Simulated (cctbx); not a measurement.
# GdTlRh: as given, inverted or twinned?

Space group P-62m (no. 189), a = 7.6690 Å, b = 7.6690 Å, c = 4.3140 Å, α = 90.00°, β = 90.00°, γ = 120.00°.

| atom | mult. | x | y | z | Ueq (Å²) |
| --- | --- | --- | --- | --- | --- |
| Tl1 | 1 | 0 | 0 | 1/2 | 0.0156 |
| Tl2 | 2 | 2/3 | 1/3 | 0 | 0.0158 |
| Gd1 | 3 | 0.5806 | 0.5806 | 1/2 | 0.0168 |
| Rh1 | 3 | 0.2389 | 0.2389 | 0 | 0.0198 |

This is a model crystal, built by substitution and not relaxed, with assumed displacement parameters.

Data sets are simulated with cctbx and refined with Bijvoet mates kept apart; Flack x is then fitted as the share of an inverted twin with the atoms fixed, Hooft y from the Bijvoet differences. The group is acentric but holds improper operations, so there is an absolute structure (orientation) and no hand.

Untwinned crystal. What Flack and Hooft values should come out?

```
  λ (Å)  extinction (unmodelled)  d min (Å)  top counts  error (%)     model      R1  Flack x   s.u.  Hooft y   s.u.  pairs
0.71073                        0       0.77       40000          6  as given  0.0103    0.004  0.006   -0.004  0.010     85
0.71073                        0       0.77       40000          6  inverted  0.0689    0.916  0.018    1.051  0.011     85
1.54184                        0       0.83       40000          6  as given  0.0098    0.012  0.004    0.005  0.006     68
```

With Mo Kα, x is within 3 s.u. of 0, so the absolute structure is right. With Cu Kα, x is close to 0 but 3 s.u. off; with the atoms held fixed the s.u. tends to be too small. Inverting the model turns x into about 1 − x.

A further crystal gives:

```
  λ (Å)  extinction (unmodelled)  d min (Å)  top counts  error (%)     model      R1  Flack x   s.u.  Hooft y   s.u.  pairs
0.71073                        0       0.75       70000          4  as given  0.0542    0.756  0.014    0.817  0.006     95
```

**Question.** What is it?

It was simulated as an inversion twin with a fraction 0.8 of the inverted domain. Flack x is over 3 s.u. from both 0 and 1 and reads that fraction.

[Logs are printed without paths, hosts, clocks, repeated set-up lines and the standing remarks that a program may print on its own settings, such as how far it seeks lower states.]
